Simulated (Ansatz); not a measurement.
**NaCdCl3 (model cell, started as cubic perovskite with Cd in the octahedra): following an unstable mode**

Which phase does NaCdCl3 (model cell, started as cubic perovskite with Cd in the octahedra) fall into along its unstable mode, and how much energy does it gain?

Program: Ansatz 0.2.0. Level of theory: DFT r2SCAN, scalar-relativistic, plane waves, PAW; PAW set soft_1. Results are calculated unless marked as measured.

Report form: the programs' logs are mostly left out.

The structure was built from a prototype and need not be the compound's stable phase.

**1. The structure**

It takes space group Pm-3m (No. 221, cubic). The conventional cell has a = 5.170 Å, b = 5.170 Å, c = 5.170 Å, α = 90.00°, β = 90.00°, γ = 90.00°. Nearest to Na lie 12 Cl at 3.66 Å. Nearest to Cd lie 6 Cl at 2.58 Å. Nearest to Cl lie 2 Cd at 2.58 Å. Farther neighbours and most contacts between anions are not listed.

**2. Response at finite wavevector**

The cell comes from relaxations at this level that are not shown. Stability and thermal properties need the whole zone. Linear response on a 2×2×2 q mesh gives force constants as far as a supercell of that size would, and the tensors from the zone-centre run are typed in so that the long-range dipole term is interpolated apart.

Input file input.yaml:

```yaml
crystal:
  lattice:
    - [5.169590516, 0.0, 0.0]
    - [0.0, 5.169590516, 0.0]
    - [0.0, 0.0, 5.169590516]
  atoms:
    - { symbol: Na, position: [0.0, 0.0, 0.0] }
    - { symbol: Cd, position: [0.5, 0.5, 0.5] }
    - { symbol: Cl, position: [0.5, 0.5, 0.0] }
    - { symbol: Cl, position: [0.5, 0.0, 0.5] }
    - { symbol: Cl, position: [0.0, 0.5, 0.5] }
kpoints:
  mp_grid: { grid: [6, 6, 6] }
hamiltonian:
  xc: r2scan
  pseudopotentials: { kind: paw, azcp: { folder: soft_1 } }
scf:
  occupations: { method: fixed }
output:
  eigenvalues: true
phonons:
  method: dfpt
  qmesh: [2, 2, 2]
  temperatures: { t_max: 1000, t_step: 50 }
  qpath:
    path:
      - [[0.0, 0.0, 0.0], [0.0, 0.5, 0.0], [0.5, 0.5, 0.0], [0.0, 0.0, 0.0], [0.5, 0.5, 0.5], [0.0, 0.5, 0.0]]
      - [[0.5, 0.5, 0.5], [0.5, 0.5, 0.0]]
    npoints: 10
  non_analytic_term:
    high_frequency_dielectric_tensor: [[2.8991, 0.0, 0.0], [0.0, 2.8991, 0.0], [0.0, 0.0, 2.8991]]
    born_effective_charges:
      - { species: Na, tensor: [[1.2791, 0.0, 0.0], [0.0, 1.2791, 0.0], [0.0, 0.0, 1.2791]] }
      - { species: Cd, tensor: [[2.5923, 0.0, 0.0], [0.0, 2.5923, 0.0], [0.0, 0.0, 2.5923]] }
      - { species: Cl, tensor: [[-0.862, 0.0, 0.0], [0.0, -0.862, 0.0], [0.0, 0.0, -2.1475]] }
      - { species: Cl, tensor: [[-0.862, 0.0, 0.0], [0.0, -2.1475, 0.0], [0.0, 0.0, -0.862]] }
      - { species: Cl, tensor: [[-2.1475, 0.0, 0.0], [0.0, -0.862, 0.0], [0.0, 0.0, -0.862]] }
    source: "zone-centre run at this cell"
```

Command:

```bash
$ ansatz run input.yaml --threads 4 --pin off --max-ram 16384MiB --backend cpu --events-out ev --progress --plain --runs-dir out
```

The job ended after 16 min (4 threads of Arm Neoverse V2, shared host; peak memory 14 GiB; 64 min of CPU time).

This step gave:

```yaml
gap_on_the_k_mesh: 2.593 eV
volume_per_atom: 27.63 Å³
sum_rule_residual_before_enforcement: 6.86e-5 eV/Å²
lowest_frequency_on_the_path: -92.78 cm⁻¹
point_group: m-3m
highest_frequency_on_the_path_or_at_a_solved_wavevector: 318.1 cm⁻¹
highest_optical_mode_at_the_zone_centre_no_lo_to_term: 266.8 cm⁻¹
lowest_optical_zone_centre_mode: -92.78 cm⁻¹
lowest_mode_on_the_q_mesh_acoustic_modes_at_gamma_apart: -92.78 cm⁻¹
```

Frequencies (cm⁻¹) solved at each irreducible wavevector; negative means imaginary. Frequencies by wavevector, by row:

```csv
q in reciprocal lattice units,star,mode 1,mode 2,mode 3,mode 4,mode 13,mode 14,mode 15
0 0 0,1,-92.8,-92.8,-92.8,0,266.8,266.8,266.8
0 0 -0.5,3,-84.4,-84.4,-23.1,-23.1,266.1,266.1,277.1
0 -0.5 -0.5,3,-88.7,-84.7,-84.7,-71.7,174.8,265.5,298.7
-0.5 -0.5 -0.5,1,-88.9,-88.9,-88.9,-86.3,173.9,173.9,318.1
```

Interpolated from a 2×2×2 q mesh, with the LO-TO term (at Γ the limit along the path; where Γ stands inside the path, tables give the limit on arrival). Phonon branches along the path, in cm⁻¹:

```csv
point,branch 1,branch 2,branch 3,branch 4,branch 12,branch 13,branch 14,branch 15
Γ,-93,-93,0,0,110,267,267,305
halfway,-89,-89,-13,-13,120,266,266,293
X,-84,-84,-23,-23,145,266,266,277
halfway,-89,-79,-65,-63,147,214,266,299
M,-89,-85,-85,-72,149,175,266,299
halfway,-89,-84,-54,-50,125,234,266,304
Γ,-93,-93,0,0,110,267,267,305
halfway,-86,-86,-58,-56,130,232,232,314
R,-89,-89,-89,-86,142,174,174,318
halfway,-86,-84,-72,-71,147,204,231,313
X,-84,-84,-23,-23,145,266,266,277
jump to R,-89,-89,-89,-86,142,174,174,318
halfway,-89,-86,-86,-80,146,174,219,315
M,-89,-85,-85,-72,149,175,266,299
```

Symmetry leaves 4 wavevectors to solve. The lowest mode among them, the acoustic zeros apart, lies at Γ and is imaginary, 92.8i cm⁻¹, so the energy falls along it.

**3. The mode frozen in, largest atomic shift 0 Å**

The mode followed lies at Γ with frequency 92.8i cm⁻¹ and is 3-fold degenerate, the softest among the wavevectors solved. At small amplitude the distorted cell has space group no. 38 by a symmetry search on the positions. The undistorted cell that holds it gives the zero of energy on the same k mesh.

input.yaml, the sections that differ from step 2:

```yaml
scf:
  occupations: { method: gaussian, width: 0.02 }
output:
  forces: true
  stress: true
  eigenvalues: true
# crystal, kpoints, hamiltonian: as in step 2
# phonons: removed
```

Elapsed: 3 s, on 4 threads; peak memory 0.69 GiB.

Numbers from this step:

```
pressure                         : -0.007820 GPa
energy from the undistorted cell : 0 meV/atom
```

At this level the gap is 2.59 eV on the k-mesh of the self-consistent run, which can miss the band edges.

**4. The mode frozen in, largest atomic shift 0.6 Å**

The atoms are moved along the unstable eigenvector, the largest shift by 0.6 Å, with the cell fixed.

input.yaml, the sections that differ from step 3:

```yaml
crystal:
  lattice:
    - [5.169590516, 0.0, 0.0]
    - [0.0, 5.169590516, 0.0]
    - [0.0, 0.0, 5.169590516]
  atoms:
    - { symbol: Na, position: [0.0, -0.0820691827, -0.0820691827] }
    - { symbol: Cd, position: [0.5, 0.499130548, 0.499130548] }
    - { symbol: Cl, position: [0.5, 0.5251117973, 0.0057563816] }
    - { symbol: Cl, position: [0.5, 0.0057563816, 0.5251117973] }
    - { symbol: Cl, position: [0.0, 0.5251117973, 0.5251117973] }
# kpoints, hamiltonian, scf, output: as in step 3
```

Run time: 12 s. Hardware: 4 threads; peak memory 0.7 GiB.

This step gave:

* pressure: 0.3021 GPa
* gap on the k-mesh: 2.611 eV
* energy from the undistorted cell: -25.84 meV/atom

The energy, extrapolated to zero smearing, is -25.84 meV/atom against the undistorted cell.

The run ends at a pressure of 0.30 GPa, with forces up to 0.20 eV/Å.

**5. Energy along the mode, all amplitudes (two of the runs are shown above)**

An imaginary frequency means negative curvature, so the energy should fall and then rise again as anharmonic terms take over.

Numbers from this step:

```
depth at the lowest point sampled  : 25.84 meV/atom
largest atomic shift at that point : 0.6 Å
```

Energy from the parent against largest atomic shift:

```csv
largest atomic shift (Å),energy from the parent (meV/atom)
0.000,0
0.040,-0.151
0.080,-0.602
0.140,-1.83
0.220,-4.45
0.320,-9.10
0.450,-16.8
0.600,-25.8
```

Displacement at unit largest shift by atom:

```csv
atom,x (Å),y (Å),z (Å),size
Na1,0.000,-0.707,-0.707,1.000
Cd2,0.000,-0.007,-0.007,0.010
Cl3,0.000,0.216,0.050,0.222
Cl4,0.000,0.050,0.216,0.222
Cl5,0.000,0.216,0.216,0.305
```

The lowest of the steps tried is the last one, at 0.6 Å, 25.8 meV/atom below the parent; the bottom of the well need not coincide with a step.

**6. Relaxing from the distorted cell**

Starting from the lowest point found, all atoms and the cell are let go, so that strain and other modes of the same symmetry can join in.

Changes to input.yaml since step 4:

```diff
@@ -17,3 +17,3 @@
 scf:
-  occupations: { method: gaussian, width: 0.02 }
+  occupations: { method: fixed }
 output:
@@ -22 +22,6 @@
   eigenvalues: true
+relax:
+  adjacent_minimum: "off"
+  f_tol: 0.002
+  max_steps: 120
+  cell: { stress_tol: 0.03 }
```

Wall time 94 s (4 threads); peak memory 0.78 GiB.

Relaxation path:

```csv
step,energy less that of the first step (eV),largest force component (eV/Å),pressure (GPa),volume (Å³)
1,0.0000,0.1444,0.30,138.16
2,-0.0306,0.1332,-0.32,141.14
3,-0.0634,0.1468,0.07,141.11
4,-0.0704,0.0226,-0.05,141.56
5,-0.0717,0.0226,-0.20,142.23
6,-0.0725,0.0065,-0.01,141.43
7,-0.0726,0.0015,0.00,141.39
8*,-0.0732,0.0016,0.01,141.39
```

Relaxation steps marked * repeat the geometry before them on a plane-wave basis chosen anew for their cell, so energy and pressure can jump there.

The run keeps the 4 symmetry operations that it works with, so distortions that break them were not tested.

```csv
"conventional cell, symmetrised",before,after,change
a (Å),5.170,5.130,-0.8 %
b (Å),7.311,7.285,-0.4 %
c (Å),7.311,7.566,+3.5 %
volume (Å³/atom),27.63,28.28,+2.3 %
```

The atoms that moved most (Å, as changes of fractional coordinates times the final cell):

```csv
atom,dx,dy,dz,length
Na1,0.000,-0.226,-0.226,0.320
Cl4,0.000,0.055,0.189,0.197
Cl3,0.000,0.189,0.055,0.197
Cl5,0.000,-0.042,-0.042,0.060
Cd2,0.000,0.025,0.025,0.035
```

The relaxed structure:

```xyz
5
Lattice="5.1302 0.0000 0.0000 0.0000 5.2507 0.0993 0.0000 0.0993 5.2507" Properties=species:S:1:pos:R:3 pbc="T T T"
Na    0.0000   -0.6650   -0.6650
Cd    2.5651    2.6949    2.6949
Cl    2.5651    2.9469    0.1370
Cl    2.5651    0.1370    2.9469
Cl    0.0000    2.7670    2.7670
```

This step gave:

```
pressure          : 0.005129 GPa
gap on the k-mesh : 2.583 eV
volume per atom   : 28.28 Å³
```

The distorted start has space group Amm2; the relaxation ends in Amm2.

**7. The new phase in its own primitive cell**

The relaxed structure is symmetrised, reduced to its primitive cell and relaxed tightly, as its phonons need.

input.yaml, the sections that differ from step 6:

```yaml
crystal:
  lattice:
    - [5.1301655737, 0.0, 0.0]
    - [0.0, 3.6425889939, 3.7830356565]
    - [0.0, -3.6425889939, 3.7830356565]
  atoms:
    - { symbol: Na, position: [0.0, 0.8756929708, 0.8756929708] }
    - { symbol: Cd, position: [0.5, 0.503714594, 0.503714594] }
    - { symbol: Cl, position: [0.5, 0.5609534033, 0.0154812576] }
    - { symbol: Cl, position: [0.5, 0.0154812576, 0.5609534033] }
    - { symbol: Cl, position: [0.0, 0.5171991158, 0.5171991158] }
kpoints:
  mp_grid: { grid: [4, 4, 4] }
relax:
  adjacent_minimum: "off"
  f_tol: 0.001
  max_steps: 60
  cell: { stress_tol: 0.01 }
# hamiltonian, scf, output: as in step 6
```

Wall time 19 s (4 threads); peak memory 0.67 GiB.

Little changed from the start: no atom moved by 0.005 Å and no cell edge by 0.1 %.

A gap read on the k-mesh alone can miss the band edges.

Numbers from this step:

* pressure: -0.001152 GPa
* gap on the k-mesh: 2.582 eV
* volume per atom: 28.29 Å³
* direct gap on mesh: 3.008 eV

The largest force component left is 0.85 meV/Å and the pressure is -0.001 GPa, within the tolerances set. The cell now holds 28.29 Å³/atom.

**8. Modes of the new phase, k-mesh 4×4×4**

A relaxed structure may still be a saddle point, so its zone-centre modes are computed. The response to a homogeneous field gives the Born charges and the dielectric tensor.

input.yaml, the sections that differ from step 7:

```yaml
crystal:
  lattice:
    - [5.1300273645, 0.0, 0.0]
    - [0.0, 3.6428900407, 3.783874968]
    - [0.0, -3.6428900407, 3.783874968]
  atoms:
    - { symbol: Na, position: [0.0, 0.8755476324, 0.8755476324] }
    - { symbol: Cd, position: [0.5, 0.5038136716, 0.5038136716] }
    - { symbol: Cl, position: [0.5, 0.5608709487, 0.015573525] }
    - { symbol: Cl, position: [0.5, 0.015573525, 0.5608709487] }
    - { symbol: Cl, position: [0.0, 0.5172355638, 0.5172355638] }
output:
  eigenvalues: true
phonons:
  method: dfpt
  dielectric: true
  rigid_motions: translations
# kpoints, hamiltonian, scf: as in step 7
# relax: removed
```

It took 7.2 min on 4 threads; peak memory 13 GiB; 28 min of CPU time.

Numbers from this step:

```
sum-rule residual before enforcement                    : 2.07e-4 eV/Å²
miss of the charge sum rule                             : 0.005898 e
estimated error of the dielectric tensor                : 0.005710
estimated error of the Born charges                     : 0.02380 e
point group                                             : mm2
highest optical mode at the zone centre (no LO-TO term) : 273.7 cm⁻¹
lowest optical zone-centre mode                         : -51.75 cm⁻¹
mean high-frequency dielectric constant                 : 2.834
largest Born charge (third of the trace)                : 2.612 e
top of the zone-centre spectrum with the field          : 311.0 cm⁻¹
```

Without the LO-TO term. Patterns of degenerate modes are one choice out of their space. Modes at Γ, with each element's share of the kinetic energy (negative means imaginary):

```csv
mode,frequency (cm⁻¹),symmetry,Na %,Cd %,Cl %
1,-51.8,B2,55,0,44
2,-12.8,B1,84,0,15
3,0.0,acoustic,10,46,44
4,0.0,acoustic,10,46,44
5,0.0,acoustic,10,47,44
6,48.3,B2,26,2,72
7,56.1,A2,0,0,100
8,71.5,A1,22,34,44
9,73.8,B2,9,40,50
10,88.8,B1,6,40,54
11,89.1,A1,4,13,84
12,172.3,A1,64,0,36
13,227.1,B2,0,11,89
14,250.7,A1,0,7,93
15,273.7,B1,0,13,87
```

Displacements in mode 1 (-51.8 cm⁻¹), the largest set to 1:
```
Na1  0.00  1.00  0.00
Cd2  0.00  0.04  0.00
Cl3  0.00 -0.03  0.07
Cl4  0.00 -0.03 -0.07
Cl5  0.00 -0.71  0.00
```

Displacements in mode 6 (48.3 cm⁻¹), the largest set to 1:
```
Na1  0.00  1.00  0.00
Cd2  0.00 -0.12  0.00
Cl3  0.00 -0.54 -0.52
Cl4  0.00 -0.54  0.52
Cl5  0.00  0.83  0.00
```

Optical modes at the zone centre, without and with the macroscopic field of the longitudinal modes; each column is sorted by frequency, so a row need not hold one and the same mode. Modes with and without the field, by row:

```csv
rank among optical modes,no field (cm⁻¹),"q along (1, 0, 0) (cm⁻¹)","q along (0, 1, 0) (cm⁻¹)","q along (0, 0, 1) (cm⁻¹)"
1,-51.8,-51.8,-12.8,-51.8
2,-12.8,48.3,29.5,-12.8
3,48.3,56.1,56.1,48.3
4,56.1,69.8,58.9,56.1
5,71.5,71.5,71.5,73.8
6,73.8,73.8,88.8,74.2
7,88.8,89.1,89.1,88.8
8,89.1,134.7,111.9,112.9
9,172.3,172.3,172.3,198.1
10,227.1,227.1,250.7,227.1
11,250.7,250.7,273.7,273.7
12,273.7,311,274.5,285.5
```

Born charge (rows field, columns displacement) (e), principal values of the symmetric part by kind of site:

```csv
atom,atoms with these values,low,middle,high,mean
Na1,1,1.05,1.16,1.29,1.17
Cd2,1,2.60,2.61,2.63,2.61
Cl3,2,-2.16,-0.89,-0.77,-1.27
Cl5,1,-2.12,-0.82,-0.76,-1.23
```

In full for Cl3:

```
-0.89  0.00  0.00
 0.00 -1.50  0.72
 0.00  0.67 -1.43
```

High-frequency dielectric tensor:

```
2.85 0.00 0.00
0.00 2.86 0.00
0.00 0.00 2.80
```

Transverse modes; imaginary modes are left out. Lines of the infrared spectrum (strongest = 100):

```csv
position (cm⁻¹),lines merged,relative intensity
48,1,8.7
56,1,0.0
72,1,10
74,1,21
89,2,70
172,1,61
227,1,100
251,1,64
274,1,94
```

Before it was imposed, the acoustic sum rule was missed by 2.1e-4 eV/Å² and the charge sum rule by 0.0059 e. Small misses are needed for a sound result but don't prove that mesh and cutoff are converged. The lowest optical mode is imaginary, 51.8i cm⁻¹, so the energy falls along it.

The log warns of the k mesh: “the force constants stand on the 4×4×4 k-mesh, whose period is 13.30 times the interband length at k = (0.0000, 0.0000, 0.0000), direct gap 3.008 eV, under 14: take them and everything formed from them as unconverged”.

**9. Summary of results**

```
unstable mode of the parent                                                      : q = (0, 0, 0), 93i cm⁻¹
depth at the lowest point sampled                                                : 25.8 meV/atom
largest atomic shift at that point                                               : 0.6 Å
space group reached (within 0.01 Å)                                              : Amm2
energy gained over the parent (first relaxation, on the mesh of the frozen mode) : 40.5 meV/atom
volume per atom, phase reached                                                   : 28.3 Å³
gap on the k-mesh, phase reached                                                 : 2.58 eV
lowest optical zone-centre mode, phase reached                                   : -51.8 cm⁻¹
highest optical mode at the zone centre (no LO-TO term), phase reached           : 274 cm⁻¹
```

In words: Along this mode the structure falls into Amm2, 40.5 meV/atom below the parent. At the parent's cell the well is 25.84 meV/atom deep on the steps tried, with its lowest point at a shift of 0.6 Å. That is the last step tried, so the steps alone don't bracket the bottom of the well. Relaxing atoms and cell changes the gain by +14.63 meV/atom against the lowest step (energies at zero smearing). The new phase still has an imaginary mode at the zone centre of its cell, so it is a saddle point on the way to a lower structure. Of the 6 patterns followed to their end from this parent, this one ends 85.4 meV/atom above the lowest, Imma. Another end point lies within 1 meV/atom; how such a difference moves with mesh and cutoff was not tested. Each path keeps the symmetry of its pattern, so a lower phase may lie along a pattern not tried. With the field response the log warns that the k mesh is coarse for the force constants too, so the frequencies may not be converged. The starting cell was built on a prototype and not taken from a measurement, so the phase need not exist.

[Logs are printed without paths, hosts, clocks, repeated set-up lines and the standing remarks that a program may print on its own settings, such as how far it seeks lower states.]

[Hosts, paths, dates, database ids (printed as entryN), source tags and the programs' standing remarks are cut or masked in the printed files.]
